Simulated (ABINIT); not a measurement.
# SrLiBr3 (Pm-3m): from the cell to the phonon bands, part 4 of 4

Wanted: phonon bands, density of states and zone-centre response of SrLiBr3 (Pm-3m).

ABINIT 10.8.3; DFT LDA, scalar-relativistic, plane waves, PseudoDojo norm-conserving pseudopotentials.

So far, highest frequency (cm⁻¹): step 11 (dispersion) 380. The relaxed cell has a = 4.937 Å (conventional setting).

The structure was built from a prototype and need not be the compound's stable phase.

### 12. Sums over the zone

Sums over the zone need many more wavevectors than were solved, so the interpolation is sampled on a dense mesh.

anaddb.abi

```
ddb_filepath "all_DDB"
output_file "anaddb.abo"
outdata_prefix "anaddb"
ifcflag 1
ngqpt 2 2 2
nqshft 1
q1shft 0.0 0.0 0.0
asr 1
chneut 1
dipdip 1
dipquad 0
quadquad 0
prtdos 2
ng2qpt 9 9 9
dosdeltae 4.5563e-06
ntemper 11
temperinc 100.0
tempermin 0.0
```

Run with:

```console
OMP_NUM_THREADS=1 anaddb anaddb.abi > anaddb.log
```

anaddb.abo, the main output file:

```text
-outvars_anaddb: echo values of input variables ----------------------

 Flags :
     ifcflag         1
 Miscellaneous information :
         asr         1
 Interatomic Force Constants Inputs :
      dipdip         1
     dipquad         0
    quadquad         0
      ifcana         0
      ifcout         0
 Description of grid 1 :
        brav         1
       ngqpt         2         2         2
      nqshft         1
      q1shft
                     0.00000000E+00  0.00000000E+00  0.00000000E+00
 Phonon DOS information :
   dosdeltae  4.55630000E-06
    dossmear  4.55633525E-06
 Description of grid 2 (Fourier interp. or BZ sampling):
      ng2qpt         9         9         9
      ngrids         4
      q2shft         0.00000000E+00  0.00000000E+00  0.00000000E+00

================================================================================

 read the DDB information and perform some checks

  ==== Info on the Cryst% object ====
 Real(R)+Recip(G) space primitive vectors, cartesian coordinates (Bohr,Bohr^-1):
 R(1)=  9.3299222  0.0000000  0.0000000  G(1)=  0.1071820  0.0000000  0.0000000
 R(2)=  0.0000000  9.3299222  0.0000000  G(2)=  0.0000000  0.1071820  0.0000000
 R(3)=  0.0000000  0.0000000  9.3299222  G(3)=  0.0000000  0.0000000  0.1071820
 Unit cell volume ucvol=  8.1214593E+02 bohr^3
 Angles (23,13,12)=  9.00000000E+01  9.00000000E+01  9.00000000E+01 degrees
 Time-reversal symmetry is present
 Reduced atomic positions [iatom, xred, symbol]:
    1)    0.0000000  0.0000000  0.0000000  Sr
    2)    0.5000000  0.5000000  0.5000000  Li
    3)    0.0000000  0.5000000  0.5000000  Br
    4)    0.5000000  0.5000000  0.0000000  Br
    5)    0.5000000  0.0000000  0.5000000  Br

 DDB file with 4 blocks has been read.

================================================================================

 Dielectric Tensor and Effective Charges

 anaddb : Zero the imaginary part of the Dynamical Matrix at Gamma,
   and impose the ASR on the effective charges

 The violation of the charge neutrality conditions
 by the effective charges is as follows :
    atom        electric field
 displacement     direction
       1               1       -0.022464        0.000000
       1               2        0.000000        0.000000
       1               3        0.000000        0.000000
       2               1        0.000000        0.000000
       2               2       -0.022464        0.000000
       2               3        0.000000        0.000000
       3               1        0.000000        0.000000
       3               2        0.000000        0.000000
       3               3       -0.022464        0.000000

 Effective charge tensors after
 imposition of the charge neutrality (if requested by user),
 and eventual restriction to some part :
   atom    displacement
         1         1    2.955282E+00    0.000000E+00    0.000000E+00
         1         2    0.000000E+00    2.955282E+00    0.000000E+00
         1         3    0.000000E+00    0.000000E+00    2.955282E+00
         2         1    1.135212E+00    0.000000E+00    0.000000E+00
         2         2    0.000000E+00    1.135212E+00    0.000000E+00
         2         3    0.000000E+00    0.000000E+00    1.135212E+00
         3         1   -1.217371E+00    0.000000E+00    0.000000E+00
         3         2    0.000000E+00   -1.436562E+00    0.000000E+00
         3         3    0.000000E+00    0.000000E+00   -1.436562E+00
         4         1   -1.436562E+00    0.000000E+00    0.000000E+00
         4         2    0.000000E+00   -1.436562E+00    0.000000E+00
         4         3    0.000000E+00    0.000000E+00   -1.217371E+00
         5         1   -1.436562E+00    0.000000E+00    0.000000E+00
         5         2    0.000000E+00   -1.217371E+00    0.000000E+00
         5         3    0.000000E+00    0.000000E+00   -1.436562E+00
 Now, the imaginary part of the dynamical matrix is zeroed

================================================================================

 Calculation of the interatomic forces

       Homogeneous q point set in the B.Z.
 Grid q points  :        8
  1)   0.00000000E+00  0.00000000E+00  0.00000000E+00
  2)   5.00000000E-01  0.00000000E+00  0.00000000E+00
  3)   0.00000000E+00  5.00000000E-01  0.00000000E+00
  4)   5.00000000E-01  5.00000000E-01  0.00000000E+00
  5)   0.00000000E+00  0.00000000E+00  5.00000000E-01
  6)   5.00000000E-01  0.00000000E+00  5.00000000E-01
  7)   0.00000000E+00  5.00000000E-01  5.00000000E-01
  8)   5.00000000E-01  5.00000000E-01  5.00000000E-01

 The interatomic forces have been obtained

================================================================================

 Calculation of phonon density of states

 Average speed of sound partial sums:     0.1104079559E-02 (at units)
-                                   =           2.4154 [km/s]

 Debye frequency from partial sums:     0.4612531365E-03 (Ha)
-                                 =     0.3034899846E+01 (THz)
-Debye temperature from partial sums:     0.1456522206E+03 (K)

 Average speed of sound:     0.1693853477E-04 (at units)
-                      =           0.0371 [km/s]

 Debye frequency from DOS:     0.7076439579E-05 (Ha)
-                        =     0.4656073571E-01 (THz)
-Debye temperature from DOS:     0.2234562884E+01 (K)

-
```

The job ended after 1.3 s (1 thread of Arm Neoverse V2, shared host).

Read from the output:

```
share of modes beyond 3i cm⁻¹ on the dense interpolated mesh : 0.2384
```

The phonon density of states has structure finer than the step of the table below, so its rows give means over 20 cm⁻¹, whole bins alone (the curve runs from -115 to 410 cm⁻¹). Peaks (cm⁻¹: height): -51.9: 0.126, 86.1: 0.0777, 113.1: 0.0973, 119.1: 0.124, 131.1: 0.216, 350.1: 0.172, 371.1: 0.232.

Tetrahedra. The phonon density of states by wavenumber; means over each step:

```csv
wavenumber (cm⁻¹),phonon density of states (1/cm⁻¹/cell)
-100,0
-80,0.0166
-60,0.0556
-40,0.0771
-20,0.0233
0,0.0202
20,0.0380
40,0.0534
60,0.0336
80,0.0516
100,0.0585
120,0.0953
140,0.0339
160,0.0318
180,0.0109
200,0
220,0
240,0
260,0
280,0
300,0
320,0
340,0.0217
360,0.0857
380,0.0432
400,0
```

### 13. What came out

```
space group after relaxation                                       : Pm-3m
volume per atom                                                    : 24.1 Å³
highest optical zone-centre mode (no LO-TO term)                   : 346.6 cm⁻¹
lowest optical zone-centre mode                                    : -58.4 cm⁻¹
highest mode moved by the LO-TO term                               : 375.8 cm⁻¹
mean high-frequency dielectric constant                            : 4.20
largest Born charge in size (third of the trace)                   : 2.95 e
q mesh                                                             : 2×2×2
lowest mode on the q mesh (acoustic ones at the zone centre apart) : -84.9 cm⁻¹
imaginary modes on the q mesh                                      : yes
```

What this shows: SrLiBr3 (Pm-3m) is unstable: a mode solved on the 2×2×2 mesh is imaginary, 85i cm⁻¹; its spectrum reaches 380 cm⁻¹. At the LDA level the optical modes of SrLiBr3 (Pm-3m) at the zone centre (no LO-TO term) run from 58i to 347 cm⁻¹, so the structure is a saddle point, with 3 modes beyond 10i cm⁻¹ there. Along the directions run, the highest mode that the macroscopic field moves lies at 376 cm⁻¹. The most unstable solved mode lies at q = (0.5, 0.5, 0.5), on the zone boundary, so the distortion that it points to doubles the cell. These are harmonic frequencies at zero temperature: anharmonic shifts and linewidths and thermal expansion are left out. The structure is a hypothetical one, built on a prototype.

[Host names and launcher messages were left out of these logs when they were recorded.]

[Logs are printed without paths, hosts, clocks, repeated set-up lines and the standing remarks that a program may print on its own settings, such as how far it seeks lower states.]

[Hosts, paths, dates, database ids (printed as entryN), source tags and the programs' standing remarks are cut or masked in the printed files.]
